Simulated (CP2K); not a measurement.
Consider tetramethoxysilane at its PBE geometry (Å).

```xyz
21

C     0.2283   -2.0817   -1.7029
O    -0.0866   -0.6993   -1.4768
Si   -0.0157    0.0072   -0.0101
O    -0.5060    1.5643   -0.1412
C    -1.7661    1.9527   -0.7098
O    -0.9467   -0.8766    1.0006
C    -1.0427   -0.6345    2.4122
O     1.5073    0.0034    0.5697
C     2.5849    0.7631    0.0045
H    -0.4965   -2.7355   -1.1953
H     1.2409   -2.3204   -1.3408
H     0.1838   -2.2642   -2.7845
H    -1.8660    3.0397   -0.5924
H    -2.6051    1.4600   -0.1934
H    -1.8066    1.6991   -1.7799
H    -0.0753   -0.8117    2.9051
H    -1.3661    0.3982    2.6199
H    -1.7885   -1.3295    2.8192
H     2.7421    0.5005   -1.0542
H     2.3865    1.8427    0.0799
H     3.4942    0.5225    0.5702
```

Method: CP2K XAS_TDP, all-electron GAPW, PBEh(45%), aug-pc-1, TDA, GW2X-corrected core level, no relativity.

**Question.** Where do the C K-edge lines lie, and how strong are they?

Leading lines: C1 291.12 eV. The leading line of an atom is its first one with 35 % of the strongest within 2.5 eV of its lowest line over the strength cut. Core ionisation energies at this level: C1 293.30 eV.

The first six lines of each atom with a strength over 0.0015:

| atom | energy (eV) | states | strength, one atom | above the computed threshold |
| --- | --- | --- | --- | --- |
| C1 (bonded to O and 3 H) | 291.12 | 1 | 0.0325 |  |
|  | 291.46 | 1 | 0.0052 |  |
|  | 292.09 | 1 | 0.0210 |  |
|  | 292.14 | 1 | 0.0201 |  |
|  | 292.65 | 1 | 0.0031 |  |
|  | 292.83 | 1 | 0.0050 |  |

Lines are vertical, at one geometry, with no vibrational structure. GW2X ionisation energies and lines can be off by 1 to 2 eV either way, and a good line position may hide errors that cancel. Atoms with the same bonds but other surroundings in this conformer are left out. These values hold no scalar relativity, about 0.1 eV for C 1s. Rydberg lines, and the discretised continuum above threshold, depend on the basis and the box.

[Banner, clock and machine lines of the logs are left out without a mark of their own.]

[Logs are printed without paths, hosts, clocks, repeated set-up lines and the standing remarks that a program may print on its own settings, such as how far it seeks lower states.]

[Hosts, paths, dates, database ids (printed as entryN), source tags and the programs' standing remarks are cut or masked in the printed files.]
